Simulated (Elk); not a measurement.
# Optical response of AgB2

Aim: the dielectric function of AgB2, and the optical constants that follow from it.

Main program and level: Elk 11.2.3 (patched build); DFT, PBE, all-electron APW+lo, Dirac cores, scalar-relativistic bands, independent-particle optical response without local fields.

## 1. The starting structure

Symmetry: P6/mmm, No. 191, hexagonal system. The conventional cell has a = 3.000 Å, b = 3.000 Å, c = 3.240 Å, α = 90.00°, β = 90.00°, γ = 120.00°. Nearest to Ag lie 12 B at 2.37 Å. Nearest to B lie 3 B at 1.73 Å and 6 Ag at 2.37 Å. Farther neighbours are not listed.

## 2. Ground state

First the ground state: is it a metal or has it a gap?

This step: DFT, PBE, all-electron APW+lo, Dirac cores, scalar-relativistic bands, ground state (Elk 11.2.3 (patched build)).

Input file elk.in:

```
tasks
  0
  120

xctype
  20

nempty
  14

lorbcnd
  .true.

rgkmax
  7.0

swidth
  0.0018375

maxscl
  100

epsengy
  1e-05

sppath
  './'

avec
  5.6691783739 0.0000000000 0.0000000000
  -2.8345891869 4.9096524905 0.0000000000
  0.0000000000 0.0000000000 6.1227126438

atoms
  2
  'Ag.in'
  1
  0.0000000000 0.0000000000 0.0000000000   0.000 0.000 0.000
  'B.in'
  2
  0.6666666667 0.3333333333 0.5000000000   0.000 0.000 0.000
  0.3333333333 0.6666666667 0.5000000000   0.000 0.000 0.000

ngridk
  8 8 6
```

Run with:

```sh
$ OMP_NUM_THREADS=2 elk
```

Numbers of over 12 decimals in the logs are rounded to 6 here.

What it wrote:

```text
┌─────────────────────────┐
│ Elk code version 11.2.3 │
└─────────────────────────┘

All units are atomic (Hartree, Bohr, etc.)

┌─────────────────────────────────────────────────┐
│ Ground-state run starting from atomic densities │
└─────────────────────────────────────────────────┘

Lattice vectors :
   5.669178374       0.000000000       0.000000000
  -2.834589187       4.909652491       0.000000000
   0.000000000       0.000000000       6.122712644

Reciprocal lattice vectors :
   1.108306159      0.6398808591      -0.000000000
   0.000000000       1.279761718       0.000000000
   0.000000000      -0.000000000       1.026209406

Unit cell volume      :    170.4177207
Brillouin zone volume :    1.455542372

Muffin-tin inner radius fraction :   0.1000000000E-01

Nuclei treated as point charges

Species : 1 (Ag)
 parameters loaded from : Ag.in
 name : silver
 nuclear charge    :   -47.00000000
 electronic charge :    47.00000000
 atomic mass :    196631.6998
 muffin-tin radius :    2.600000000
 number of radial points in muffin-tin :   1193
 inner part over the whole radius :   0.9869554211E-02
 number on inner part of muffin-tin    :    849
 approximate nuclear radius :   0.8648227117E-04
 number of mesh points to nuclear radius :    425
 atomic positions (lattice), magnetic fields (Cartesian) :
  1 :   0.00000000  0.00000000  0.00000000    0.00000000  0.00000000  0.00000000

Species : 2 (B)
 parameters loaded from : B.in
 name : boron
 nuclear charge    :   -5.000000000
 electronic charge :    5.000000000
 atomic mass :    19707.24742
 muffin-tin radius :    1.611550830
 number of radial points in muffin-tin :    593
 inner part over the whole radius :   0.9823329970E-02
 number on inner part of muffin-tin    :    403
 approximate nuclear radius :   0.4534157419E-04
 number of mesh points to nuclear radius :    162
 atomic positions (lattice), magnetic fields (Cartesian) :
  1 :  -0.33333333  0.33333333  0.50000000    0.00000000  0.00000000  0.00000000
  2 :   0.33333333 -0.33333333  0.50000000    0.00000000  0.00000000  0.00000000

Total number of atoms per unit cell :    3
Total muffin-tin volume :    108.6853024
 ratio of muffin-tin to unit cell volume :   0.6377582211

Spin treatment :
 spin-unpolarised

Number of Bravais lattice symmetries :   24
Number of crystal symmetries         :   24
Crystal has inversion symmetry
Real symmetric eigensolver will be used

k-point grid :      8     8     6
k-point offset :    0.000000000       0.000000000       0.000000000
k-point set is reduced with full crystal symmetry group
Total number of k-points :       40

Muffin-tin radius times maximum |G+k| :    7.000000000
 using average radius
Maximum |G+k| for APW functions       :    3.606325499
Maximum (1/2)|G+k|²                   :    6.502791803
Maximum |G| for potential and density :    12.00000000
Constant for pseudocharge density :    8
 order of it for each species :   15  15
 order of it for pair densities of each species (exact exchange by exxq0 0: 15) :   15   5
Radial integration step length :    1

G-vector grid sizes :     24    24    24
Number of G-vectors :     4931

Maximum angular momentum used for
 APW functions            :    8
 outer part of muffin-tin :    6
 inner part of muffin-tin :    2

Total nuclear charge    :   -57.00000000
Total core charge       :    32.00000000
Total valence charge    :    25.00000000
Total excess charge     :    0.000000000
Total electronic charge :    57.00000000

Effective Wigner radius, rₛ :   0.8936835470

Number of empty states         :     42
Total number of valence states :     55
Total number of core states    :     32

Conduction state local-orbitals added automatically
Third-order local-orbitals added for an l without core states : F
Total number of local-orbitals :    173

Exchange-correlation functional :     20     0     0
 Perdew-Burke-Ernzerhof, Phys. Rev. Lett. 77, 3865 (1996)
 gradient requirement :    1
 generalised gradient approximation (GGA)

Smearing type :    3
 Fermi-Dirac
Smearing width :   0.1837500000E-02
Effective electronic temperature (K) :    580.2366081

Mixing type :    3
 Broyden mixing, J. Phys. A: Math. Gen. 17, L317 (1984)

Kohn-Sham potential initialised from atomic data

┌──────────────────────────────┐
│ Self-consistent loop started │
└──────────────────────────────┘

┌─────────────────┐
│ Loop number : 1 │
└─────────────────┘

Energies :
 Fermi                       :     0.293488
 sum of occupied eigenvalues :     -3202.8563257660
 electron kinetic            :      5601.7874616063
 core electron kinetic       :      5410.6397060379
 Coulomb                     :     -10811.962879842
 Coulomb potential           :     -8623.6472672072
 nuclear-nuclear             :     -642.86614854876
 electron-nuclear            :     -11731.798971926
 Hartree                     :      1562.7022406329
 Madelung                    :     -6500.1392462382
 xc potential                :     -180.99652016502
 exchange                    :     -154.12974646408
 correlation                 :     -2.899590
 electron entropic           :    -0.22243358475171E-03
 total energy                :     -5367.2049767177

Density of states at Fermi energy :    17.65375089
 (states/Hartree/unit cell)

Estimated indirect band gap :   0.6090673621E-02
 from k-point 38 to k-point 35
Estimated direct band gap   :   0.9122316758E-02
 at k-point 35

Charges :
 core                        :    32.00000000
 valence                     :    25.00000000
 interstitial                :    3.452488893
 muffin-tins (core leakage)
  species : 1 (Ag)
   atom 1                    :    45.48048651     ( -0.3321566808E-06)
  species : 2 (B)
   atom 1                    :    4.033512297     (  0.2520600023E-03)
   atom 2                    :    4.033512297     (  0.2520600023E-03)
 total in muffin-tins        :    53.54751111
 total calculated charge     :    56.99927101
 total charge                :    57.00000000
 error                       :   0.7289897046E-03

┌─────────────────┐
│ Loop number : 2 │
└─────────────────┘

Energies :
 Fermi                       :     0.292299
 sum of occupied eigenvalues :     -3203.0582614708
 electron kinetic            :      5600.8914561565
 core electron kinetic       :      5409.5707247538
 Coulomb                     :     -10812.484459916
 Coulomb potential           :     -8623.0932017980
 nuclear-nuclear             :     -642.86614854876
 electron-nuclear            :     -11733.410065617
 Hartree                     :      1563.7917542502
 Madelung                    :     -6500.9378590167
 xc potential                :     -180.85651582925
 exchange                    :     -154.16346059100
 correlation                 :     -2.899938
 electron entropic           :    -0.20425271894934E-03
 total energy                :     -5368.6566063569

Density of states at Fermi energy :    15.79348324
 (states/Hartree/unit cell)

Estimated indirect band gap :   0.6661591161E-02
 from k-point 38 to k-point 35
Estimated direct band gap   :   0.1006976401E-01
 at k-point 35

Charges :
 core                        :    32.00000000
 valence                     :    25.00000000
 interstitial                :    3.439306081
 muffin-tins (core leakage)
  species : 1 (Ag)
   atom 1                    :    45.51533390     ( -0.3321633137E-06)
  species : 2 (B)
   atom 1                    :    4.022680010     (  0.2522948184E-03)
   atom 2                    :    4.022680010     (  0.2522948184E-03)
 total in muffin-tins        :    53.56069392
 total calculated charge     :    56.99930806
 total charge                :    57.00000000
 error                       :   0.6919384098E-03

RMS change in Kohn-Sham potential (target) :    4.223117739     (  0.1000000000E-05)
Absolute change in total energy (target)   :    1.451629639     (  0.1000000000E-04)

[... 13 loops left out ...]

┌──────────────────┐
│ Loop number : 16 │
└──────────────────┘

Energies :
 Fermi                       :     0.412859
 sum of occupied eigenvalues :     -3199.8174631077
 electron kinetic            :      5613.5750434257
 core electron kinetic       :      5410.1440285769
 Coulomb                     :     -10822.669461994
 Coulomb potential           :     -8607.6861488416
 nuclear-nuclear             :     -642.86614854876
 electron-nuclear            :     -11769.477810403
 Hartree                     :      1589.6744969576
 Madelung                    :     -6518.8263875731
 xc potential                :     -205.70635769179
 exchange                    :     -154.88921257507
 correlation                 :     -2.915364
 electron entropic           :    -0.43988788287928E-03
 total energy                :     -5366.8994354618

Density of states at Fermi energy :    37.72368704
 (states/Hartree/unit cell)

Estimated indirect band gap :   0.3135894316E-02
 from k-point 32 to k-point 36
Estimated direct band gap   :   0.1147257367E-01
 at k-point 2

Charges :
 core                        :    32.00000000
 valence                     :    25.00000000
 interstitial                :    3.158886816
 muffin-tins (core leakage)
  species : 1 (Ag)
   atom 1                    :    46.48602429     ( -0.3322378710E-06)
  species : 2 (B)
   atom 1                    :    3.677544449     (  0.2578504891E-03)
   atom 2                    :    3.677544449     (  0.2578504891E-03)
 total in muffin-tins        :    53.84111318
 total calculated charge     :    56.99983675
 total charge                :    57.00000000
 error                       :   0.1632536250E-03

RMS change in Kohn-Sham potential (target) :   0.1538722003E-06 (  0.1000000000E-05)
Absolute change in total energy (target)   :   0.8479117241E-05 (  0.1000000000E-04)

Convergence targets achieved

┌──────────────────┐
│ Loop number : 17 │
└──────────────────┘

Energies :
 Fermi                       :     0.412859
 sum of occupied eigenvalues :     -3199.8174646573
 electron kinetic            :      5613.5750422068
 core electron kinetic       :      5410.1440266184
 Coulomb                     :     -10822.669461100
 Coulomb potential           :     -8607.6861488608
 nuclear-nuclear             :     -642.86614854876
 electron-nuclear            :     -11769.477808515
 Hartree                     :      1589.6744959640
 Madelung                    :     -6518.8263866694
 xc potential                :     -205.70635800336
 exchange                    :     -154.88921252093
 correlation                 :     -2.915364
 electron entropic           :    -0.43988775656108E-03
 total energy                :     -5366.8994357351

Density of states at Fermi energy :    37.72367607
 (states/Hartree/unit cell)

Estimated indirect band gap :   0.3135896116E-02
 from k-point 32 to k-point 36
Estimated direct band gap   :   0.1147257340E-01
 at k-point 2

Charges :
 core                        :    32.00000000
 valence                     :    25.00000000
 interstitial                :    3.158886892
 muffin-tins (core leakage)
  species : 1 (Ag)
   atom 1                    :    46.48602421     ( -0.3322374198E-06)
  species : 2 (B)
   atom 1                    :    3.677544450     (  0.2578504918E-03)
   atom 2                    :    3.677544450     (  0.2578504918E-03)
 total in muffin-tins        :    53.84111311
 total calculated charge     :    56.99983675
 total charge                :    57.00000000
 error                       :   0.1632537429E-03

┌──────────────────────────────┐
│ Self-consistent loop stopped │
└──────────────────────────────┘

Warning : core states of species 2 leak from the muffin-tin :   0.2578504918E-03

Wrote STATE.OUT
```

It took 17 s on 2 threads of Arm Neoverse V2, shared host; peak memory 0.08 GiB; 32 s of CPU time.

Read-outs, printed or worked out from the files:

| Item | Value |
| --- | --- |
| total energy | -5367 Ha |
| Fermi energy | 11.23 eV |
| DOS at the Fermi level | 1.386 states/eV/cell |

There are states at the Fermi level within the smearing, so the occupations stay smeared and the carriers get a Drude term.

## 3. Independent particles

The spectrum is a sum over vertical transitions between filled and empty bands at the fixed density, so many empty bands are needed.

This step: DFT, PBE, all-electron APW+lo, Dirac cores, scalar-relativistic bands, independent-particle optical response without local fields (Elk 11.2.3 (patched build)).

Edit elk.in of step 2 so:

```diff
@@ -1,4 +1,10 @@
 tasks
-  0
-  120
+  121
+
+optcomp
+  1 1
+  3 3
+
+intraband
+  .true.
 
@@ -17,9 +23,7 @@
 swidth
-  0.0018375
+  0.0073499
 
-maxscl
-  100
-
-epsengy
-  1e-05
+wplot
+  400 100 0
+  0.0 0.73499
```

Run with:

```sh
$ OMP_NUM_THREADS=2 elk
```

What it wrote:

```text
┌─────────────────────────────────┐
│ Elk code version 11.2.3 started │
└─────────────────────────────────┘

Info(readinput): the functional depends on the density's gradient
 muffin-tin radial points multiplied by    2.00000
 (not where nrmtscf is given)

┌────────────────────┐
│ Current task : 121 │
└────────────────────┘
Info(checkmt): changed muffin-tin radius of species 2 (B) from   1.8000 to   1.6116

Info(dielectric):
 dielectric tensor written to EPSILON_ij.OUT
 optical conductivity written to SIGMA_ij.OUT
 plasma frequency written to PLASMA_ij.OUT
 for components
  i = 1, j = 1
  i = 3, j = 3

┌──────────────────┐
│ Elk code stopped │
└──────────────────┘
```

Run time: 3.6 s. Hardware: 2 threads; peak memory 0.04 GiB; 7.3 s of CPU time.

This step gave:

```
Drude plasma energy, first axis : 7.307 eV
```

The Im ε has structure finer than the step of the table below, so its rows give means over 0.5 eV, whole bins alone (the curve runs from 0.300 to 20.0 eV). Peaks (eV: height): E ∥ x 2.10: 12.7, 6.60: 8.60, 8.25: 10.2; E ∥ z 1.80: 9.43, 3.70: 7.28, 5.70: 9.17, 6.95: 8.99, 7.95: 7.34, 8.85: 7.64, 10.85: 4.54.

Sum at mesh points, not converged in k. Table of Im ε by photon energy; means over each step:

| photon energy (eV) | E ∥ x | E ∥ z |
| --- | --- | --- |
| 1.0 | 20.2 | 16.8 |
| 1.5 | 11.5 | 7.26 |
| 2.0 | 10.1 | 6.86 |
| 2.5 | 5.97 | 4.83 |
| 3.0 | 2.29 | 4.01 |
| 3.5 | 2.35 | 5.40 |
| 4.0 | 1.74 | 4.77 |
| 4.5 | 2.74 | 3.07 |
| 5.0 | 3.20 | 6.21 |
| 5.5 | 4.15 | 7.77 |
| 6.0 | 4.94 | 6.56 |
| 6.5 | 7.66 | 7.05 |
| 7.0 | 8.02 | 8.13 |
| 7.5 | 7.35 | 6.20 |
| 8.0 | 9.44 | 7.03 |
| 8.5 | 8.06 | 6.58 |
| 9.0 | 6.51 | 6.68 |
| 9.5 | 5.60 | 4.03 |
| 10.0 | 5.71 | 3.81 |
| 10.5 | 4.80 | 4.07 |
| 11.0 | 4.86 | 4.22 |
| 11.5 | 4.45 | 3.84 |
| 12.0 | 3.56 | 3.69 |
| 12.5 | 4.72 | 2.95 |
| 13.0 | 4.33 | 3.15 |
| 13.5 | 4.05 | 3.00 |
| 14.0 | 3.21 | 2.72 |
| 14.5 | 2.68 | 2.37 |
| 15.0 | 2.33 | 2.48 |
| 15.5 | 1.95 | 2.67 |
| 16.0 | 1.83 | 2.14 |
| 16.5 | 1.68 | 1.33 |
| 17.0 | 1.87 | 1.09 |
| 17.5 | 1.57 | 1.17 |
| 18.0 | 1.30 | 0.820 |
| 18.5 | 1.12 | 0.875 |
| 19.0 | 1.09 | 0.801 |
| 19.5 | 0.869 | 0.796 |

Values under 1 per cm are given as 1; sum at mesh points, not converged in k. Table of absorption coefficient by photon energy:

| photon energy (eV) | E ∥ x (1/cm) | E ∥ z (1/cm) |
| --- | --- | --- |
| 0.500 | 6.8e5 | 8.1e5 |
| 1.000 | 6.6e5 | 8.0e5 |
| 1.500 | 6.8e5 | 7.0e5 |
| 2.000 | 5.7e5 | 7.1e5 |
| 2.500 | 7.2e5 | 5.8e5 |
| 3.000 | 4.8e5 | 4.6e5 |
| 3.500 | 3.3e5 | 4.3e5 |
| 4.000 | 1.9e5 | 6.4e5 |
| 4.500 | 2.8e5 | 3.0e5 |
| 5.000 | 3.5e5 | 6.5e5 |
| 5.500 | 4.6e5 | 8.0e5 |
| 6.000 | 5.5e5 | 9.2e5 |
| 6.500 | 9.2e5 | 1.1e6 |
| 7.000 | 1.2e6 | 1.4e6 |
| 7.500 | 1.1e6 | 1.2e6 |
| 8.000 | 1.5e6 | 1.5e6 |
| 8.500 | 1.8e6 | 1.4e6 |
| 9.000 | 1.7e6 | 2.0e6 |
| 9.500 | 1.7e6 | 1.6e6 |
| 10.000 | 1.7e6 | 1.4e6 |
| 10.500 | 1.7e6 | 1.5e6 |
| 11.000 | 1.7e6 | 1.7e6 |
| 11.500 | 1.9e6 | 1.8e6 |
| 12.000 | 1.7e6 | 1.9e6 |
| 12.500 | 2.0e6 | 1.7e6 |
| 13.000 | 2.2e6 | 1.9e6 |
| 13.500 | 2.3e6 | 1.8e6 |
| 14.000 | 2.4e6 | 1.9e6 |
| 14.500 | 2.3e6 | 1.9e6 |
| 15.000 | 2.1e6 | 1.9e6 |
| 15.500 | 2.2e6 | 2.2e6 |
| 16.000 | 1.9e6 | 2.2e6 |
| 16.500 | 1.9e6 | 2.1e6 |
| 17.000 | 2.1e6 | 1.7e6 |
| 17.500 | 2.1e6 | 1.9e6 |
| 18.000 | 2.0e6 | 1.6e6 |
| 18.500 | 1.9e6 | 1.5e6 |
| 19.000 | 1.8e6 | 1.3e6 |
| 19.500 | 1.8e6 | 1.3e6 |

The reflectivity at normal incidence has structure finer than the step of the table below, so its rows give means over 0.5 eV, whole bins alone (the curve runs from 0.300 to 20.0 eV). Peaks (eV: height): E ∥ x 2.45: 68.5, 8.40: 42.7, 15.55: 43.3, 19.50: 39.3; E ∥ z 3.90: 34.4, 5.80: 36.6, 7.05: 37.7, 9.05: 44.5, 12.00: 34.1, 16.40: 49.6, 17.70: 40.5.

Sum at mesh points, not converged in k. The reflectivity at normal incidence by photon energy; means over each step:

| photon energy (eV) | E ∥ x (%) | E ∥ z (%) |
| --- | --- | --- |
| 1.0 | 87.5 | 94.2 |
| 1.5 | 78.5 | 86.3 |
| 2.0 | 59.8 | 74.2 |
| 2.5 | 67.1 | 55.5 |
| 3.0 | 47.1 | 33.6 |
| 3.5 | 15.7 | 25.6 |
| 4.0 | 10.5 | 28.1 |
| 4.5 | 17.5 | 17.4 |
| 5.0 | 19.2 | 27.8 |
| 5.5 | 23.5 | 31.7 |
| 6.0 | 25.5 | 30.4 |
| 6.5 | 31.7 | 30.4 |
| 7.0 | 32.5 | 35.5 |
| 7.5 | 30.6 | 31.7 |
| 8.0 | 36.8 | 34.0 |
| 8.5 | 39.8 | 33.8 |
| 9.0 | 36.0 | 42.4 |
| 9.5 | 34.1 | 38.6 |
| 10.0 | 32.8 | 27.9 |
| 10.5 | 33.7 | 29.0 |
| 11.0 | 30.9 | 31.0 |
| 11.5 | 34.9 | 31.2 |
| 12.0 | 28.1 | 33.0 |
| 12.5 | 30.2 | 30.8 |
| 13.0 | 35.5 | 29.8 |
| 13.5 | 37.2 | 29.7 |
| 14.0 | 41.4 | 31.3 |
| 14.5 | 40.8 | 31.2 |
| 15.0 | 37.4 | 27.0 |
| 15.5 | 41.1 | 33.3 |
| 16.0 | 33.4 | 39.5 |
| 16.5 | 32.6 | 46.9 |
| 17.0 | 31.7 | 36.8 |
| 17.5 | 35.8 | 36.2 |
| 18.0 | 37.0 | 34.4 |
| 18.5 | 36.2 | 25.9 |
| 19.0 | 31.9 | 22.6 |
| 19.5 | 37.5 | 19.7 |

The loss function −Im 1/ε at q → 0 has structure finer than the step of the table below, so its rows give means over 1 eV, whole bins alone (the curve runs from 0.300 to 20.0 eV). Peaks (eV: height): E ∥ x 3.3: 0.472; E ∥ z 4.2: 0.305, 19.7: 1.29.

Sum at mesh points, not converged in k. The loss function −Im 1/ε at q → 0 by energy loss; means over each step:

| energy loss (eV) | E ∥ x | E ∥ z |
| --- | --- | --- |
| 1 | 0.0116 | 0.00474 |
| 2 | 0.0575 | 0.0518 |
| 3 | 0.256 | 0.202 |
| 4 | 0.203 | 0.185 |
| 5 | 0.0899 | 0.0949 |
| 6 | 0.0750 | 0.122 |
| 7 | 0.100 | 0.128 |
| 8 | 0.1000 | 0.149 |
| 9 | 0.154 | 0.153 |
| 10 | 0.184 | 0.254 |
| 11 | 0.208 | 0.241 |
| 12 | 0.250 | 0.268 |
| 13 | 0.216 | 0.322 |
| 14 | 0.241 | 0.332 |
| 15 | 0.313 | 0.381 |
| 16 | 0.431 | 0.326 |
| 17 | 0.470 | 0.572 |
| 18 | 0.533 | 0.859 |
| 19 | 0.697 | 1.15 |

From ε follow the optical constants at some laser and lamp lines:

| wavelength (nm) | n x | k x | R (%) x | 1/α x | n z | k z | R (%) z | 1/α z |
| --- | --- | --- | --- | --- | --- | --- | --- | --- |
| 1550 | 1.63 | 8.374 | 91.5 | 15 nm | 1.38 | 10.071 | 94.8 | 12 nm |
| 1064 | 1.45 | 5.451 | 83.7 | 16 nm | 0.75 | 6.580 | 93.5 | 13 nm |
| 800 | 1.15 | 4.264 | 79.8 | 15 nm | 0.76 | 4.340 | 86.1 | 15 nm |
| 532 | 1.32 | 3.233 | 66.8 | 13 nm | 1.01 | 2.620 | 63.1 | 16 nm |
| 365 | 1.25 | 0.925 | 15.5 | 31 nm | 1.92 | 1.053 | 20.3 | 28 nm |
| 308 | 1.78 | 0.471 | 10.4 | 52 nm | 1.44 | 1.511 | 30.1 | 16 nm |
| 248 | 2.20 | 0.685 | 17.8 | 29 nm | 2.59 | 1.285 | 28.7 | 15 nm |

In reflection the computed colour is faintly yellow-green: x = 0.326, y = 0.351, luminous reflectivity 65 %.

## 4. Outcome

```yaml
drude_plasma_energy_first_axis: 7.31 eV
```

What this shows: At this level (PBE, independent particles) AgB2 is a metal with a Drude plasma energy of 7.3 eV along x and 8.6 eV along z. The mesh is too coarse to trust the carriers' weight, the reflectivity or the colour to better than tens of per cent. Along x the bare Drude plasma energy is 7.3 eV; Re ε first rises through zero at 3.27 eV, far lower, because interband transitions screen the carriers. Im ε is 2.1 there, so the loss peak at that energy is weak. In reflection the computed colour is faintly yellow-green: x = 0.326, y = 0.351, luminous reflectivity 65 %. The carriers' damping of 0.2 eV is typed, not computed; at 0.8 eV the carriers give 72 % of Im ε along the first axis; the rest comes from the sum over bands, which at low energy also holds close bands and the noise of the mesh. The sum runs over mesh points 0.32 Å⁻¹ apart with no interpolation, so peaks are partly noise of the mesh, and the Drude plasma energy, a sum over the Fermi surface, isn't converged. Besides steps told in other documents, this task had 2 runs with a known fault of program or setting; those not told in a step above aren't shown.

[Machine, clock and banner lines and Python warnings are left out of the logs.]

[Logs are printed without paths, hosts, clocks, repeated set-up lines and the standing remarks that a program may print on its own settings, such as how far it seeks lower states.]

[Hosts, paths, dates, database ids (printed as entryN), source tags and the programs' standing remarks are cut or masked in the printed files.]
